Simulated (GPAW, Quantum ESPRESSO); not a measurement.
# MgO (Periclase, Fm-3m): the Mg K absorption edge

Aim: the Mg K edge of MgO (Periclase, Fm-3m) by two routes, a Lanczos recursion (XSpectra) and a sum over empty bands (GPAW), to see which features are robust.

Calculated with Quantum ESPRESSO 7.5; core-hole supercells, plane-wave PAW PBE (first program; GPAW 26.7.0 follows as the second).

Report form: the programs' logs are mostly left out.

The database entry behind the starting cell differs from later determinations by our own check (about 0.1 % long), so it need not match the best structure at ambient conditions.

## 1. The structure

The structure is cubic, space group Fm-3m (No. 225). Conventional cell: a = 4.217 Å, b = 4.217 Å, c = 4.217 Å, α = 90.00°, β = 90.00°, γ = 90.00°. Nearest to Mg lie 6 O at 2.11 Å. Nearest to O lie 6 Mg at 2.11 Å. Farther neighbours and most contacts between anions are not listed.

## 2. The field without a hole (Quantum ESPRESSO)

The ground state comes first: it tells whether the system has a gap, which decides how the excited electron is treated.

The PAW data sets are made with ld1.x, with reconstruction data.

The input, scf.in:

```
&control
   calculation='scf', prefix='x', pseudo_dir='../pp', outdir='tmp', tprnfor=.true.
/
&system
   ibrav=0, nat=2, ntyp=2, nbnd=8
   ecutwfc=47, ecutrho=360
   occupations='smearing', smearing='mv', degauss=0.015
/
&electrons
   conv_thr=2.0e-08, electron_maxstep=120
   mixing_beta=0.5
/
ATOMIC_SPECIES
Mg3 1.0 Mg.pbe-nx-kjpaw.UPF
O 1.0 O.pbe-n-kjpaw.UPF
CELL_PARAMETERS angstrom
  0.00000000 2.10850000 2.10850000
  2.10850000 0.00000000 2.10850000
  2.10850000 2.10850000 0.00000000
ATOMIC_POSITIONS crystal
Mg3  0.00000000 0.00000000 0.00000000
O    0.50000000 0.50000000 0.50000000
K_POINTS automatic
11 11 11 0 0 0
```

On the command line:

```
$ OMP_NUM_THREADS=1 mpirun --oversubscribe --bind-to none -np 4 pw.x -nk 4 -in scf.in > scf.out
```

The job ended after 4.3 s (4 MPI ranks of Arm Neoverse V1, shared host; peak memory 0.07 GiB).

Absorbing atoms carry a label of their own (element plus a letter or digit), as the spectrum program needs them as separate species.

The mesh shows a gap of 4.68 eV, so the hole is first treated in a charged cell, without the excited electron.

## 3. Spectrum without a core hole, Mg atom 1 (Quantum ESPRESSO)

This cheap baseline ignores the attraction of the hole: it shows the absorber's empty states as they are in the ground state.

The absorber has 6 O at 2.11 Å (octahedral, site symmetry m-3m).

The input, xspectra.in:

```
&input_xspectra
   calculation='xanes_dipole', edge='K'
   prefix='x', outdir='tmp', xiabs=1, xe0=7.9329
   xonly_plot=.false., x_save_file='xanes.sav'
   xniter=3000, xcheck_conv=20, xerror=0.005
   xcoordcrys=.false., xepsilon(1)=1, xepsilon(2)=0, xepsilon(3)=0
/
&plot
   xnepoint=413, xemin=-10, xemax=45, terminator=.true., cut_occ_states=.true.
   xgamma=0.4
/
&pseudos
   filecore='../Mg.wfc'
/
&cut_occ
   cut_desmooth=0.1, cut_stepl=0.05, cut_stepu=0.05, cut_ierror=1e-5
/
9 9 9 0 0 0
```

On the command line:

```
$ OMP_NUM_THREADS=1 mpirun --oversubscribe --bind-to none -np 4 xspectra.x -nk 4 -in xspectra.in > xspectra.out
```

Elapsed: 10 s, on 4 MPI ranks; peak memory 0.09 GiB.

The Mg K spectrum, Mg atom 1, no core hole (energy from the lowest empty level; intensity scaled to a mean of 1 over the first 20 eV; the points at xe0, where the cut of filled states can leave a spike, are interpolated):

```
E (eV)  intensity
 -2.00       0.02
 -1.25       0.03
 -0.50       0.03
  0.25       0.04
  1.00       0.06
  1.75       0.10
  2.50       0.17
  3.25       0.40
  4.00       0.52
  4.75       0.66
  5.50       0.62
  6.25       0.41
  7.00       0.56
  7.75       0.74
  8.50       0.91
  9.25       0.94
 10.00       1.01
 10.75       1.28
 11.50       1.97
 12.25       3.66
 13.00       2.79
 13.75       2.08
 14.50       1.59
 15.25       1.14
 16.00       0.89
 16.75       0.70
 17.50       0.87
 18.25       0.92
 19.00       0.88
 19.75       0.81
 20.50       1.52
 21.25       1.14
 22.00       1.22
 22.75       1.25
 23.50       1.39
 24.25       1.52
 25.00       1.22
 25.75       0.71
 26.50       0.61
 27.25       0.65
 28.00       0.60
 28.75       0.69
 29.50       0.66
 30.25       0.54
 31.00       0.39
 31.75       0.45
```

Main maxima below 24 eV (height): 4.7 eV (0.66), 9.2 eV (0.98), 12.2 eV (3.66), 18.6 eV (0.97), 20.6 eV (1.60) and 21.8 eV (1.28). A K edge sees empty p states on the absorber.

## 4. Another broadening

The final state's lifetime shortens with energy, so measured features broaden above the edge; the saved Lanczos coefficients are redrawn with a width that grows.

The input, xspectra_plot.in:

```
&input_xspectra
   calculation='xanes_dipole', edge='K'
   prefix='x', outdir='tmp', xiabs=1, xe0=7.9329
   xonly_plot=.true., x_save_file='xanes.sav'
   xniter=3000, xcheck_conv=20, xerror=0.005
   xcoordcrys=.false., xepsilon(1)=1, xepsilon(2)=0, xepsilon(3)=0
/
&plot
   xnepoint=413, xemin=-10, xemax=45, terminator=.true., cut_occ_states=.true.
   gamma_mode='variable', gamma_energy(1)=4, gamma_energy(2)=25, gamma_value(1)=0.3, gamma_value(2)=2.5
/
&pseudos
   filecore='../Mg.wfc'
/
&cut_occ
   cut_desmooth=0.1, cut_stepl=0.05, cut_stepu=0.05, cut_ierror=1e-5
/
9 9 9 0 0 0
```

On the command line:

```
$ OMP_NUM_THREADS=1 xspectra.x -in xspectra_plot.in > xspectra_plot.out
```

It took 5.5 s on 1 MPI rank; peak memory 0.08 GiB.

With a Lorentzian half width 0.3 eV up to 4 eV, rising linearly to 2.5 eV at 25 eV (counted from xe0, 2.3 eV below the zero used here), the maxima are 4.7 eV (0.64), 12.4 eV (2.23) and 21.8 eV (1.14).

## 5. Supercell without a hole, the energy reference (Quantum ESPRESSO)

The photon energy needs a difference of total energies, so the cell and mesh of the coming hole run are first run without a hole.

The input, scf.in:

```
&control
   calculation='scf', prefix='x', pseudo_dir='../pp', outdir='tmp', tprnfor=.true.
/
&system
   ibrav=0, nat=26, ntyp=2, nbnd=56
   ecutwfc=47, ecutrho=360
   occupations='fixed'
/
&electrons
   conv_thr=2.6e-07, electron_maxstep=120
   mixing_beta=0.5
/
ATOMIC_SPECIES
Mg 1.0 Mg.pbe-nx-kjpaw.UPF
O 1.0 O.pbe-n-kjpaw.UPF
CELL_PARAMETERS angstrom
  0.00000000 6.32550000 2.10850000
  -6.32550000 -2.10850000 0.00000000
  -2.10850000 0.00000000 6.32550000
ATOMIC_POSITIONS crystal
Mg   0.00000000 0.00000000 0.00000000
Mg   0.07692308 0.23076923 0.30769231
Mg   0.76923077 0.30769231 0.07692308
Mg   0.38461538 0.15384615 0.53846154
Mg   0.53846154 0.61538462 0.15384615
Mg   0.15384615 0.46153846 0.61538462
Mg   0.69230769 0.07692308 0.76923077
Mg   0.30769231 0.92307692 0.23076923
[... 14 atom lines left out ...]
O    0.65384615 0.96153846 0.11538462
O    0.80769231 0.42307692 0.73076923
O    0.42307692 0.26923077 0.19230769
O    0.11538462 0.34615385 0.96153846
K_POINTS automatic
3 3 3 0 0 0
```

On the command line:

```
$ OMP_NUM_THREADS=1 mpirun --oversubscribe --bind-to none -np 4 pw.x -nk 4 -in scf.in > scf.out
```

Elapsed: 3.5 min, on 4 MPI ranks; peak memory 0.4 GiB.

Reference energy: -97534.588 eV with the cores included.

## 6. The atom with a core hole (Quantum ESPRESSO)

The final state has one core electron fewer, so a PAW data set is made for an atom with that hole.

The input, Mg.pbe-nx-kjpaw-1sch.ld1.in:

```
&input
   title='Mg', zed=12., rel=1, iswitch=3, dft='PBE',
   config='1s1 2s2 2p6 3s2 3p1 3d-1'
/
&inputp
   file_pseudopw='Mg.pbe-nx-kjpaw-1sch.UPF', author='',
   lpaw=.true.,
   pseudotype=3,
   lloc=-1,
   rcloc=2.0,
   which_augfun='PSQ',
   rmatch_augfun_nc=.true.,
   nlcc=.true.,
   new_core_ps=.true.,
   rcore=1.6,
   tm=.true.,
   zval=3,
   lgipaw_reconstruction=.true., use_paw_as_gipaw=.true.
/
6
3S  1  0  2.00  0.00  1.80  2.10  0.0
3S  1  0  0.00  4.00  1.80  2.10  0.0
3P  2  1  1.00  0.00  1.80  2.10  0.0
3P  2  1  0.00  3.00  1.80  2.10  0.0
3D  3  2  0.00  0.10  1.80  2.10  0.0
3D  3  2  0.00  1.00  1.80  2.10  0.0
```

On the command line:

```
$ ld1.x < Mg.pbe-nx-kjpaw-1sch.ld1.in > Mg.pbe-nx-kjpaw-1sch.ld1.out
```

The job ended after 0.75 s (1 MPI rank; peak memory 0.12 GiB).

Removing the core electron and adding it to the valence shell costs the free atom 1316.5 eV.

## 7. Supercell with FCH, Mg atom 1 (Quantum ESPRESSO)

The holes are 6.7 Å apart. The excited electron is left out and a uniform background balances the charge.

scf.in: that of step 5 with these lines changed.

```diff
@@ -4,5 +4,6 @@
 &system
-   ibrav=0, nat=26, ntyp=2, nbnd=56
+   ibrav=0, nat=26, ntyp=3, nbnd=56
    ecutwfc=47, ecutrho=360
    occupations='fixed'
+   tot_charge=1
 /
@@ -13,2 +14,3 @@
 ATOMIC_SPECIES
+Mg0 1.0 Mg.pbe-nx-kjpaw-1sch.UPF
 Mg 1.0 Mg.pbe-nx-kjpaw.UPF
@@ -20,3 +22,3 @@
 ATOMIC_POSITIONS crystal
-Mg   0.00000000 0.00000000 0.00000000
+Mg0  0.00000000 0.00000000 0.00000000
 Mg   0.07692308 0.23076923 0.30769231
```

On the command line:

```
$ OMP_NUM_THREADS=1 mpirun --oversubscribe --bind-to none -np 4 pw.x -nk 4 -in scf.in > scf.out
```

Wall time 3.6 min (4 MPI ranks); peak memory 0.41 GiB; 14 min of CPU time.

Energy with the hole: -96228.605 eV, cores included.

## 8. Spectrum with FCH, Mg atom 1 (Quantum ESPRESSO)

The Lanczos recursion gives the spectrum without computing empty bands; each polarisation needs a run of its own on the full k mesh. xe0 is set between filled and empty states, and states below it are cut. The file of filecore holds the core orbital, taken from the hole-free data set.

xspectra.in: that of step 3 with these lines changed.

```diff
@@ -2,3 +2,3 @@
    calculation='xanes_dipole', edge='K'
-   prefix='x', outdir='tmp', xiabs=1, xe0=7.9329
+   prefix='x', outdir='tmp', xiabs=1, xe0=7.8936
    xonly_plot=.false., x_save_file='xanes.sav'
@@ -17,2 +17,2 @@
 /
-9 9 9 0 0 0
+4 4 4 0 0 0
```

On the command line:

```
$ OMP_NUM_THREADS=1 mpirun --oversubscribe --bind-to none -np 4 xspectra.x -nk 4 -in xspectra.in > xspectra.out
```

Run time: 2.8 min. Hardware: 4 MPI ranks; peak memory 0.25 GiB; 11 min of CPU time.

The Mg K spectrum, Mg atom 1, full core hole (charged cell) (energy from the lowest empty level; intensity scaled to a mean of 1 over the first 20 eV; the points at xe0, where the cut of filled states can leave a spike, are interpolated):

```
E (eV)  intensity
  -2.0       0.03
  -1.4       0.04
  -0.8       0.05
  -0.2       0.06
   0.4       0.08
   1.0       0.12
   1.6       0.19
   2.2       0.35
   2.8       0.90
   3.4       1.58
   4.0       1.67
   4.6       1.37
   5.2       1.10
   5.8       1.01
   6.4       1.00
   7.0       1.28
   7.6       1.50
   8.2       1.68
   8.8       1.84
   9.4       1.88
  10.0       2.33
  10.6       2.20
  11.2       1.78
  11.8       1.66
  12.4       1.02
  13.0       0.69
  13.6       0.60
  14.2       0.58
  14.8       0.52
  15.4       0.46
  16.0       0.39
  16.6       0.39
  17.2       0.47
  17.8       0.55
  18.4       0.60
  19.0       0.65
  19.6       0.79
  20.2       0.85
  20.8       0.89
  21.4       0.85
  22.0       0.94
  22.6       0.83
  23.2       0.77
  23.8       0.83
  24.4       0.78
  25.0       0.68
  25.6       0.47
  26.2       0.36
  26.8       0.38
  27.4       0.41
  28.0       0.38
  28.6       0.39
  29.2       0.45
  29.8       0.39
  30.4       0.32
  31.0       0.32
  31.6       0.31
```

Main maxima below 24 eV (height): 3.9 eV (1.67), 8.6 eV (1.95), 10.3 eV (2.42), 22.0 eV (0.95) and 23.8 eV (0.83). 

The hole costs E(hole) − E(ground) = 1305.98 eV, and the lowest empty level of the hole cell lies at 10.02 eV, which puts the zero at 1316.00 eV. One term is added: -12.99 eV, since the hole is spin-paired here and a spin-polarised one costs that much less in the free atom (computed apart). The photon energy is then 1303.01 eV. The tabulated edge of the element is 1303 eV. The functional and the charged cell's background leave an error of a few eV in such absolute values.

## 9. Another broadening

xspectra_plot.in: that of step 4 with these lines changed.

```diff
@@ -2,3 +2,3 @@
    calculation='xanes_dipole', edge='K'
-   prefix='x', outdir='tmp', xiabs=1, xe0=7.9329
+   prefix='x', outdir='tmp', xiabs=1, xe0=7.8936
    xonly_plot=.true., x_save_file='xanes.sav'
@@ -17,2 +17,2 @@
 /
-9 9 9 0 0 0
+4 4 4 0 0 0
```

On the command line:

```
$ OMP_NUM_THREADS=1 xspectra.x -in xspectra_plot.in > xspectra_plot.out
```

The job ended after 1.3 s (1 MPI rank; peak memory 0.05 GiB).

With a Lorentzian half width 0.3 eV up to 4 eV, rising linearly to 2.5 eV at 25 eV (counted from xe0, 2.1 eV below the zero used here), the maxima are 3.8 eV (1.62), 10.0 eV (1.83) and 21.2 eV (0.76).

## 10. Supercell with XCH, Mg atom 1 (Quantum ESPRESSO)

The holes are 6.7 Å apart. The excited electron is kept in the cell, where it fills the lowest empty states and screens the hole.

Changed against the first core-hole run: core hole to XCH.

scf.in: that of step 7 with these lines changed.

```diff
@@ -4,6 +4,5 @@
 &system
-   ibrav=0, nat=26, ntyp=3, nbnd=56
+   ibrav=0, nat=26, ntyp=3, nbnd=65
    ecutwfc=47, ecutrho=360
-   occupations='fixed'
-   tot_charge=1
+   occupations='smearing', smearing='gaussian', degauss=0.003
 /
```

On the command line:

```
$ OMP_NUM_THREADS=1 mpirun --oversubscribe --bind-to none -np 4 pw.x -nk 4 -in scf.in > scf.out
```

Wall time 4 min (4 MPI ranks); peak memory 0.42 GiB.

Energy with the hole: -96217.520 eV, cores included.

## 11. Excitation energy, Mg atom 1 (Quantum ESPRESSO)

With the excited electron kept in the cell the system stays neutral, and the energy difference is an excitation energy by itself. In a small cell that electron takes up a good share of the lowest empty band, or all of one, which shifts the value from the true onset.

The total-energy difference is 1317.07 eV. With the free-atom term of -12.99 eV for this edge, the photon energy is 1304.08 eV.

## 12. Ground state of the crystal (GPAW)

The second program starts from its own ground state, on the same cell and functional.

The input, scf.py:

```python
import numpy as np
from ase import Atoms
from ase.parallel import parprint, paropen
from gpaw import GPAW, PW, FermiDirac, Mixer, MixerDif, setup_paths
from gpaw.test import gen
setup_paths.insert(0, '.')
gen('Mg', name='nch1s', xcname='PBE', corehole=(1, 0, 0), write_xml=True)
from gpaw.mpi import world
world.barrier()

atoms = Atoms('MgO',
    cell=[[0, 2.1085, 2.1085],
     [2.1085, 0, 2.1085],
     [2.1085, 2.1085, 0]],
    scaled_positions=[[0, 0, 0],
     [0.5, 0.5, 0.5]],
    pbc=True)
atoms.calc = calc = GPAW(legacy_gpaw=True, mode=PW(500, force_complex_dtype=True), xc='PBE', setups={0: 'nch1s'},
    kpts={'size': (10, 10, 10), 'gamma': True}, occupations=FermiDirac(0.05),
    charge=0, mixer=Mixer(0.1, 5, 50), maxiter=150,
    convergence={'density': 0.0001, 'eigenstates': 1e-6}, txt='scf.txt')
energy = atoms.get_potential_energy() + calc.get_reference_energy()
ef = calc.get_fermi_level()
out = dict(energy=energy, fermi=ef, forces=atoms.get_forces().tolist())
parprint(f'all-electron energy {energy:.4f} eV, Fermi level {ef:.4f} eV')
ev = np.array([[calc.get_eigenvalues(k, s) for k in range(len(calc.get_ibz_k_points()))] for s in range(calc.get_number_of_spins())])
out['homo'], out['lumo'], out['counts'] = ev[ev < ef].max(), ev[ev > ef].min(), sorted(set((ev < ef).sum((0, 2)).tolist()))
out['filled'] = (ev[:, 0] < ef).sum(1).tolist()
import json
with paropen('out.json', 'w') as f:
    json.dump(out, f)
```

On the command line:

```
$ OMP_NUM_THREADS=1 mpirun -n 4 gpaw python scf.py
```

It took 4.2 s on 4 MPI ranks; peak memory 0.16 GiB.

The mesh shows a gap of 4.74 eV, so the hole is first treated in a charged cell, without the excited electron.

## 13. Spectrum without a core hole, Mg atom 1 (GPAW)

This cheap baseline ignores the attraction of the hole: it shows the absorber's empty states as they are in the ground state. The data set with a hole of occupation 0 only carries the core orbital.

The input, xas.py:

```python
import numpy as np
from ase import Atoms
from ase.parallel import parprint, paropen
from gpaw import GPAW, PW, FermiDirac, Mixer, MixerDif, setup_paths
from gpaw.test import gen
setup_paths.insert(0, '.')
gen('Mg', name='nch1s', xcname='PBE', corehole=(1, 0, 0), write_xml=True)
from gpaw.mpi import world
world.barrier()

atoms = Atoms('MgO',
    cell=[[0, 2.1085, 2.1085],
     [2.1085, 0, 2.1085],
     [2.1085, 2.1085, 0]],
    scaled_positions=[[0, 0, 0],
     [0.5, 0.5, 0.5]],
    pbc=True)
atoms.calc = calc = GPAW(legacy_gpaw=True, mode=PW(500, force_complex_dtype=True), xc='PBE', setups={0: 'nch1s'},
    kpts={'size': (10, 10, 10), 'gamma': True}, occupations=FermiDirac(0.02),
    charge=0, mixer=Mixer(0.1, 5, 50), maxiter=150,
    convergence={'density': 0.0001, 'eigenstates': 1e-6}, txt='scf.txt')
energy = atoms.get_potential_energy() + calc.get_reference_energy()
ef = calc.get_fermi_level()
out = dict(energy=energy, fermi=ef, forces=atoms.get_forces().tolist())
parprint(f'all-electron energy {energy:.4f} eV, Fermi level {ef:.4f} eV')
ev = np.array([[calc.get_eigenvalues(k, s) for k in range(len(calc.get_ibz_k_points()))] for s in range(calc.get_number_of_spins())])
out['homo'], out['lumo'], out['counts'] = ev[ev < ef].max(), ev[ev > ef].min(), sorted(set((ev < ef).sum((0, 2)).tolist()))
out['filled'] = (ev[:, 0] < ef).sum(1).tolist()

from ase.units import Ha
from gpaw.xas import dipole_matrix_elements
nb = int(calc.get_number_of_electrons() / 2) + 15
top = nb
nscf = calc.fixed_density(kpts={'size': (9, 9, 9), 'gamma': True},
    convergence={'eigenstates': 1.0}, txt='nscf.txt')
nscf.diagonalize_full_hamiltonian(nbands=nb)
cell = atoms.cell.array
ops = [cell.T @ U.T @ np.linalg.inv(cell.T) for U in nscf.wfs.kd.symmetry.op_scc]
filled = [8]  # bands filled in the ground state, by spin
E = np.arange(-25, 34, 0.1)
fwhm = np.interp(E, [4, 25], [0.9, 3.5])
Y, X, zero, highest = 0, 0, 1e9, 1e9
for spin in range(nscf.get_number_of_spins()):
    wfs = nscf.wfs
    mine = wfs.bd.get_slice()  # this rank's bands
    A = dipole_matrix_elements(wfs.setups[0])
    eps = np.zeros((wfs.kd.nibzkpts, nb))
    d = np.zeros((3, A.shape[1], wfs.kd.nibzkpts, nb), complex)
    for kpt in wfs.kpt_u:
        if kpt.s == spin and 0 in kpt.P_ani:
            eps[kpt.k, mine] = kpt.eps_n * Ha
            d[:, :, kpt.k, mine] = (kpt.weight * wfs.nspins / 2) ** 0.5 * np.inner(A, kpt.P_ani[0])
    world.sum(eps)
    world.sum(d)
    T = np.einsum('amkn,bmkn->abkn', d, d.conj()).real
    T = sum(np.einsum('ai,ijkn,bj->abkn', R, T, R) for R in ops) / len(ops)
    empty = np.ones_like(eps, bool) & (np.arange(nb) >= filled[spin])
    zero, highest = min(zero, eps[empty].min()), min(highest, eps[:, top - 1].min())
    lines = [(eps, T, empty)] if spin == 0 else lines + [(eps, T, empty)]
for eps, T, empty in lines:
    f = np.einsum('aakn->akn', T).reshape(3, -1)
    x = eps.ravel() - zero
    w = np.interp(x, E, fwhm) / 2.35482
    g = np.exp(-0.5 * ((E[:, None] - x) / w) ** 2) / (w * (2 * np.pi) ** 0.5)
    Y = Y + (f * empty.ravel()) @ g.T
    X = X + (f * ~empty.ravel()) @ g.T
out.update(E=E.round(2).tolist(), xas=Y.tolist(), xes=X.tolist(), zero=zero, valid=highest - zero, nk=len(eps), nb=nb)
for i in range(0, len(E), 10):
    parprint(f'{E[i]:7.2f}', *(f'{v:10.3e}' for v in Y[:, i]))
import json
with paropen('out.json', 'w') as f:
    json.dump(out, f)
```

On the command line:

```
$ OMP_NUM_THREADS=1 mpirun -n 4 gpaw python xas.py
```

Elapsed: 7.8 s, on 4 MPI ranks; peak memory 0.19 GiB; 31 s of CPU time.

The Mg K spectrum, Mg atom 1, no core hole (energy from the lowest empty level; intensity scaled to a mean of 1 over the first 20 eV):

```
E (eV)  intensity
  -2.0       0.00
  -1.4       0.00
  -0.8       0.00
  -0.2       0.00
   0.4       0.00
   1.0       0.01
   1.6       0.04
   2.2       0.08
   2.8       0.24
   3.4       0.55
   4.0       0.64
   4.6       0.75
   5.2       0.71
   5.8       0.56
   6.4       0.38
   7.0       0.51
   7.6       0.71
   8.2       0.87
   8.8       0.92
   9.4       0.90
  10.0       0.97
  10.6       1.29
  11.2       1.97
  11.8       2.82
  12.4       3.27
  13.0       2.98
  13.6       2.33
  14.2       1.77
  14.8       1.36
  15.4       1.04
  16.0       0.82
  16.6       0.71
  17.2       0.68
  17.8       0.71
  18.4       0.76
  19.0       0.82
  19.6       0.89
  20.2       0.99
  20.8       1.08
  21.4       1.14
  22.0       1.17
  22.6       1.18
  23.2       1.19
  23.8       1.18
  24.4       1.12
  25.0       1.02
  25.6       0.89
  26.2       0.76
  26.8       0.66
  27.4       0.59
  28.0       0.54
  28.6       0.51
  29.2       0.48
  29.8       0.45
  30.4       0.41
  31.0       0.38
  31.6       0.37
```

Main maxima below 24 eV (height): 4.8 eV (0.77), 12.4 eV (3.27) and 23.2 eV (1.19). 

The same matrix elements for filled bands give the Mg K emission of Mg atom 1 (ground-state approximation; energy from the lowest empty level, largest value 1):

```
E (eV)  emission
-24.00      0.00
-23.25      0.00
-22.50      0.00
-21.75      0.07
-21.00      0.47
-20.25      0.36
-19.50      0.01
-18.75      0.00
-18.00      0.00
-17.25      0.00
-16.50      0.00
-15.75      0.00
-15.00      0.00
-14.25      0.00
-13.50      0.00
-12.75      0.00
-12.00      0.00
-11.25      0.00
-10.50      0.00
 -9.75      0.01
 -9.00      0.29
 -8.25      0.91
 -7.50      0.56
 -6.75      0.74
 -6.00      1.00
 -5.25      0.52
 -4.50      0.07
 -3.75      0.00
 -3.00      0.00
 -2.25      0.00
 -1.50      0.00
 -0.75      0.00
  0.00      0.00
  0.75      0.00
  1.50      0.00
  2.25      0.00
  3.00      0.00
```

Emission maxima: -20.6 eV (0.58), -8.2 eV (0.91) and -6.0 eV (1.00).

[end of part 1 of 2]

[Logs are printed without paths, hosts, clocks, repeated set-up lines and the standing remarks that a program may print on its own settings, such as how far it seeks lower states.]

[Hosts, paths, dates, database ids (printed as entryN), source tags and the programs' standing remarks are cut or masked in the printed files.]

[Lists of maxima count a maximum above −3 eV only where it reaches 4 % of the highest in the window and stands out from its surroundings by 2 % of it (1.5 % where it reaches 55 %); shoulders and weaker maxima are passed over, and of the rest the first, up to two pre-edge ones and the few strongest are named.]
